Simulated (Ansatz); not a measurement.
# Lattice dynamics of Pb(100) slab, 5 layers, part 2 of 3

Aim: the vibrations of Pb(100) slab, 5 layers, their spectra, and whether the structure is stable.

Ansatz 0.2.0; DFT PBEsol, scalar-relativistic, plane waves, PAW; PAW set soft_1.

So far: The starting structure; Bringing the structure to rest.

### Step 2. Bringing the structure to rest (continued)

Valence density in the ac plane at fractional y = 0.000, with atoms of Pb within 0.2 Å of it. It is the smooth field of the valence electrons, not physical close to the nuclei.

Ten steps, logarithmic in the rise over the least value, from '_' (0.0 e/Å³) to '@' (4.8 e/Å³), each cell a mean:
```
__________________________________
__________________________________
__________________________________
__________________________________
__________________________________
__________________________________
__________________________________
__________________________________
__________________________________
__________________________________
__________________________________
__________________________________
__________________________________
__________________________________
@@@@%%##**==--::::::::--==**##%%@@
####**++==----::::::::----==++**##
::::::::::::::::::::::::::::::::::
@@@@@@%%**++----::::----++**%%@@@@
++====----::::::::::::::::----====
====------::::::::::::::::------==
@@@@@@%%**++----::::----++**%%@@@@
::::........____________........::
__________________________________
__________________________________
```
Columns run along a (3.4 Å), rows up along c (43.6 Å). Atoms in or near the plane, at fractional coordinates: Pb at (0.00, 0.15), Pb at (0.00, 0.26), Pb at (0.00, 0.38).

### Step 3. Tight relaxation

Phonons need a cell at rest on their own settings, so the relaxation is repeated with tight tolerances on forces and stress on the k mesh and occupations of the first response run.

Input file input.yaml:

```yaml
crystal:
  lattice:
    - [2.3996024689, 2.3996024689, 0.0]
    - [-2.3996024689, 2.3996024689, 0.0]
    - [0.0, 0.0, 43.5999812]
  atoms:
    - { symbol: Pb, position: [0.0, 0.0, 0.1472336114] }
    - { symbol: Pb, position: [0.5, 0.5, 0.2030921344] }
    - { symbol: Pb, position: [0.0, 0.0, 0.2626147921] }
    - { symbol: Pb, position: [0.5, 0.5, 0.3221374499] }
    - { symbol: Pb, position: [0.0, 0.0, 0.3779959729] }
  periodic: [true, true, false]
kpoints:
  mp_grid: { grid: [12, 12, 1] }
hamiltonian:
  xc: pbesol
  pseudopotentials: { kind: paw, azcp: { folder: soft_1 }, xc_functional: pbe }
scf:
  occupations: { method: methfessel_paxton, width: 0.2 }
output:
  forces: true
  stress: true
  eigenvalues: true
  write_density: true
  write_potential: true
  elf: true
  volumetric_format: npy
relax:
  adjacent_minimum: "off"
  f_tol: 0.001
  max_steps: 60
  cell: { stress_2d_tol: 0.002 }
```

Started as:

```
ansatz run input.yaml --threads 4 --pin off --max-ram 16384MiB --backend cpu --events-out ev --progress --plain --runs-dir out
```

Numbers of over 12 decimals in the logs are rounded to 6 here.

The program printed:

```text
[...]
Crystal: 5 atoms, lattice volume = 502.105 Å³
Basis set: ecut = 420 eV, 9821 PW (Γ), exchange–correlation on 48×48×600 points (8 copies of the dense FFT grid, shifted against one another)
Bands: 42, of which v1, the nominal top of the filled ones, is band 35 counted from 1 (34 counted from 0)
Symmetry: 16 space group operations
[...]
k-points: 28 of 144
[...]
--- Relaxed structure (3 steps of the walk, 3 accepted, 1 SCFs on fresh bases) ---
[...]
cell:  # Å, volume = 502.2882 Å³
    - [2.400039, 2.400039, 0.0]
    - [-2.400039, 2.400039, 0.0]
    - [0.0, 0.0, 43.5999812]
  atoms:
    - { symbol: Pb, position: [0, 0, 0.147383] }
    - { symbol: Pb, position: [0.5, 0.5, 0.202857] }
    - { symbol: Pb, position: [0, 0, 0.26261479214] }
    - { symbol: Pb, position: [0.5, 0.5, 0.322372] }
    - { symbol: Pb, position: [0, 0, 0.377847] }
[key lines of the parts left out:]
SCF converged after 8 iterations
Free energy (F): -58785.200087 eV
Fermi energy:    -3.752176 eV
P = ½ c Tr σ = 0.0006 N/m
```

The job ended after 41 s (4 threads of Arm Neoverse V2, shared host; peak memory 1.1 GiB).

Step by step:

| step | energy less that of the first step (eV) | largest force component (eV/Å) | volume (Å³) |
| --- | --- | --- | --- |
| 1 | 0.0000 | 0.0543 | 502.11 |
| 2 | -0.0008 | 0.0064 | 502.21 |
| 3 | -0.0008 | 0.0002 | 502.29 |
| 4* | -0.0008 | 0.0002 | 502.29 |

Relaxation steps marked * repeat the geometry before them on a plane-wave basis chosen anew for their cell, so energy and pressure can jump there.

The run keeps the 16 symmetry operations that it works with, so distortions that break them were not tested.

| cell as run | before | after | change |
| --- | --- | --- | --- |
| a (Å) | 3.394 | 3.394 | +0.0 % |
| b (Å) | 3.394 | 3.394 | +0.0 % |

The atoms that moved most (Å, along periodic axes as changes of fractional coordinates times the final cell, across vacuum about the mean position):

```csv
atom,dx,dy,dz,length
Pb4,0.000,0.000,0.010,0.010
Pb2,0.000,0.000,-0.010,0.010
Pb1,0.000,0.000,0.007,0.007
Pb5,0.000,0.000,-0.007,0.007
```

Final coordinates:

```xyz
5
Lattice="2.4000 2.4000 0.0000 -2.4000 2.4000 0.0000 0.0000 0.0000 43.6000" Properties=species:S:1:pos:R:3
Pb    0.0000    0.0000    6.4259
Pb    0.0000    2.4000    8.8446
Pb    0.0000    0.0000   11.4500
Pb    0.0000    2.4000   14.0554
Pb    0.0000    0.0000   16.4741
```

Numbers from this step:

```
area per atom : 2.304 Å²
```

ELF in the ac plane at fractional y = 0.000, with atoms of Pb within 0.2 Å of it. It is the smooth field of the valence electrons, not physical close to the nuclei.

Ten even steps from '_' (0.00) to '@' (0.44), each cell a mean:
```
__________________________________
__________________________________
__________________________________
__________________________________
__________________________________
__________________________________
__________________________________
__________________________________
__________________________________
__________________________________
__________________________________
__________________________________
__________________________________
====----::::....____....::::----==
****##@@@@@@%%**++++**%%@@@@@@##**
++++**********++++++++**********++
==================================
--==++%%@@%%##**++++**##%%@@%%++==
++++++++++++============++++++++++
++++++++++++++++++++++++++++++++++
====++%%@@@@%%##++++##%%@@@@%%++==
##******++==--::::::::--==++******
__________________________________
__________________________________
```
Columns run along a (3.4 Å), rows up along c (43.6 Å). Atoms in or near the plane, at fractional coordinates: Pb at (0.00, 0.15), Pb at (0.00, 0.26), Pb at (0.00, 0.38).

Valence density in the ac plane at fractional y = 0.000, with atoms of Pb within 0.2 Å of it. It is the smooth field of the valence electrons, not physical close to the nuclei.

Ten steps, logarithmic in the rise over the least value, from '_' (0.0 e/Å³) to '@' (4.8 e/Å³), each cell a mean:
```
__________________________________
__________________________________
__________________________________
__________________________________
__________________________________
__________________________________
__________________________________
__________________________________
__________________________________
__________________________________
__________________________________
__________________________________
__________________________________
__________________________________
@@@@%%##**==--::::::::--==**##%%@@
####**++==----::::::::----==++**##
::::::::::::::::::::::::::::::::::
@@@@@@%%**++----::::----++**%%@@@@
++====----::::::::::::::::----====
====------::::::::::::::::------==
@@@@@@%%**++----::::----++**%%@@@@
::::........____________........::
__________________________________
__________________________________
```
Columns run along a (3.4 Å), rows up along c (43.6 Å). Atoms in or near the plane, at fractional coordinates: Pb at (0.00, 0.15), Pb at (0.00, 0.26), Pb at (0.00, 0.38).

Electrostatic potential energy in the ac plane at fractional y = 0.000, with atoms of Pb within 0.2 Å of it. With pseudopotentials it is smooth inside the atoms' cores, unlike the true potential.

Ten even steps from '0' (-39 eV) to '9' (0 eV), each cell a mean:
```
99999999999999999
99999999999999999
99999999999999999
99999999999999999
99999999999999999
99999999999999999
99999999999999999
99999999999999999
99999999999999999
99999999999999999
99999999999999999
99999999999999999
99999999999999999
99999999999999999
22234789999874322
44557899999987554
99999999999999999
00013688998863100
77788999999998877
77889999999999887
00002688998862000
99999999999999999
99999999999999999
99999999999999999
```
Columns run along a (3.4 Å; values clipped at the 3rd and 97th percentile), rows up along c (43.6 Å). Atoms in or near the plane, at fractional coordinates: Pb at (0.00, 0.15), Pb at (0.00, 0.26), Pb at (0.00, 0.38).

The largest force component left is 0.16 meV/Å, within the tolerances set.

### Step 4. Zone-centre response

The zone centre comes first: it holds the modes that light can see, as far as symmetry allows. No field response is asked, since the mesh shows no gap.

input.yaml, the sections that differ from step 3:

```yaml
crystal:
  lattice:
    - [2.4000392175, 2.4000392175, 0.0]
    - [-2.4000392175, 2.4000392175, 0.0]
    - [0.0, 0.0, 43.5999812]
  atoms:
    - { symbol: Pb, position: [0.0, 0.0, 0.1473828594] }
    - { symbol: Pb, position: [0.5, 0.5, 0.2028571519] }
    - { symbol: Pb, position: [0.0, 0.0, 0.2626147921] }
    - { symbol: Pb, position: [0.5, 0.5, 0.3223724324] }
    - { symbol: Pb, position: [0.0, 0.0, 0.3778467249] }
  periodic: [true, true, false]
output:
  eigenvalues: true
phonons:
  method: dfpt
# kpoints, hamiltonian, scf: as in step 3
# relax: removed
```

The program printed:

```text
Warning: crystal.symmetry: narrowed to the stabiliser of the run's FFT grids — unitary ops 16 → 8. A phonons.method: dfpt run fills in the rows of the dynamical matrix that it does not solve by its symmetry operations, which is exact only for operations that map its FFT grids onto themselves: filled in by any other, the frequencies could depend on the order in which like atoms are typed, or, by more than the grids' own error, on where the crystal sits among the grids' points. Excluded: 8 operations. The run can therefore solve more perturbations, solve them on more k-points, or both, and cost more. [rest of the remark cut]
[...]
Crystal: 5 atoms, lattice volume = 502.288 Å³
Basis set: ecut = 420 eV, 9821 PW (Γ), exchange–correlation on 48×48×600 points (8 copies of the dense FFT grid, shifted against one another)
Bands: 42, of which v1, the nominal top of the filled ones, is band 35 counted from 1 (34 counted from 0)
Symmetry: 16 space group operations
k-points: 43 of 144 (irreducible under 2 space group operations, time reversal used)
[...]
SCF iter   1: F=—  HF=-58785.385981 eV  |F-HF|=—  |Δ(HF+E_count)|=         —  Δρ=5.72e-3  dr2=1.01e0  ethr=1.33e-3  ⟨swp⟩=1.3  Hψ=29398  notcnv=0  defer=2
automatic band count: the SCF goes on with 49 bands, as 42 were too few: they end inside the smearing window of the response
[...]
SCF iter   2: F=—  HF=-58785.221640 eV  |F-HF|=—  |Δ(HF+E_count)|=   1.64e-1  S|Δr|=    0.00e0  Δρ=3.86e-3  dr2=9.96e-2  ethr=1.33e-3  ⟨swp⟩=3.7  Hψ=5761  notcnv=0  defer=83
[...]
SCF iter  11: F=-58785.200087 eV  HF=-58785.200087 eV  |F-HF|=1.38e-10  |Δ(HF+E_count)|=  9.02e-10  S|Δr|=    0.00e0  Δρ=1.09e-8  dr2=4.92e-13  ethr=1.00e-12  ⟨swp⟩=23.9  Hψ=18438  notcnv=0
SCF 1 converged in 11 iterations: F = -58785.200087 eV  dr2 = 4.92e-13
[...]
DFPT response loops at Γ: preconditioner auto → none (partly filled bands, converged f_vac=0.672); β = 0.50; Broyden in place of MSR1
SCF converged after 11 iterations
[...]
Free energy (F): -58785.200087 eV
[...]
Internal energy: -58785.204772 eV  (E = F + TS)
E sigma→0 (E₀):  -58785.201258 eV
Entropy (-TS):   0.004685 eV (0.937 meV/atom)
Fermi energy:    -3.752177 eV
[...]
--- Band table (eV; the first three rows and the last of 43) ---
  k-point 0: bands = [... 31 lower, -5.2331, -3.0691, -1.0867 (-1.0870°), -1.0433 (-1.0433°), -1.0433 (-1.0433°), -0.4798 (-0.4798°), -0.4798 (-0.4798°), -0.2299 (-0.2515°), ... 10 higher]
  k-point 1: bands = [... 31 lower, -5.1941, -3.2357, -1.9620, -1.4052 (-1.4052°), -1.2080 (-1.2080°), -0.9308 (-0.9308°), -0.3729 (-0.3729°), -0.1947 (-0.2059°), ... 10 higher]
  k-point 2: bands = [... 31 lower, -5.2145, -4.0965, -3.4070, -2.6921, -1.8679, -1.1287 (-1.1287°), -0.5988 (-0.5988°), -0.2347 (-0.2378°), ... 10 higher]
  k-point 42: bands = [... 31 lower, -6.8746, -6.3139, -6.3139, -5.1528, -5.1528, -3.6798, -3.6798, -3.0830, ... 10 higher]
  ° read free of the cell's end (the report's vacuum.weakly_bound_levels)
--- Phonons (Γ-DFPT): 10 representative perturbations + reference, on 43 of 144 k-points (Σ response iterations 35) ---
  ASR residual: 2.121e-4 → 0.000e0 eV/Å²; symmetrization residual: 2.686e-5 eV/Å²
  The last average, over the group as it would stand without the narrowing to the FFT grids, took up to 9.810e-6 eV/Å² of the zone centre's force constants
  ASR residual per site (eV/Å²): 2.12e-4 1.96e-4 1.77e-4 1.71e-4 1.91e-4
  Γ frequencies (cm⁻¹): 0.00 0.00 0.00 15.45 15.45 29.65 34.25 34.25 40.21 40.21 42.30 42.30 56.44 82.66 86.39
  non-analytic LO–TO correction: not included (Born effective charges unavailable; polar crystals: no LO–TO splitting at Γ)
```

Wall time 4 min (4 threads); peak memory 3.1 GiB.

Numbers from this step:

| Quantity | Value |
| --- | --- |
| sum-rule residual before enforcement | 2.12e-4 eV/Å² |
| point group | 4/mmm |
| highest optical mode at the zone centre (no LO-TO term) | 86.39 cm⁻¹ |
| lowest optical zone-centre mode | 15.45 cm⁻¹ |

Patterns of degenerate modes are one choice out of their space. Modes at Γ:

| mode | frequency (cm⁻¹) | symmetry |
| --- | --- | --- |
| 1 | 0.0 | acoustic |
| 2 | 0.0 | acoustic |
| 3 | 0.0 | acoustic |
| 4 | 15.4 | Eg |
| 5 | 15.4 | Eg |
| 6 | 29.6 | A1g |
| 7 | 34.2 | Eu |
| 8 | 34.2 | Eu |
| 9 | 40.2 | Eu |
| 10 | 40.2 | Eu |
| 11 | 42.3 | Eg |
| 12 | 42.3 | Eg |
| 13 | 56.4 | A2u |
| 14 | 82.7 | A2u |
| 15 | 86.4 | A1g |

Displacements in mode 5 (15.4 cm⁻¹), the largest set to 1:
```
Pb1  1.00  0.22  0.00
Pb2  0.69  0.15  0.00
Pb3  0.00  0.00  0.00
Pb4 -0.69 -0.15  0.00
Pb5 -1.00 -0.22  0.00
```

Displacements in mode 15 (86.4 cm⁻¹), the largest set to 1:
```
Pb1  0.00  0.00  0.76
Pb2  0.00  0.00 -1.00
Pb3  0.00  0.00  0.00
Pb4  0.00  0.00  1.00
Pb5  0.00  0.00 -0.76
```

Before it was imposed, the acoustic sum rule was missed by 2.1e-4 eV/Å². Small misses are needed for a sound result but don't prove that mesh and cutoff are converged. The lowest optical mode is real, 15.4 cm⁻¹.

[end of part 2 of 3]

[Logs are printed without paths, hosts, clocks, repeated set-up lines and the standing remarks that a program may print on its own settings, such as how far it seeks lower states.]

[Hosts, paths, dates, database ids (printed as entryN), source tags and the programs' standing remarks are cut or masked in the printed files.]
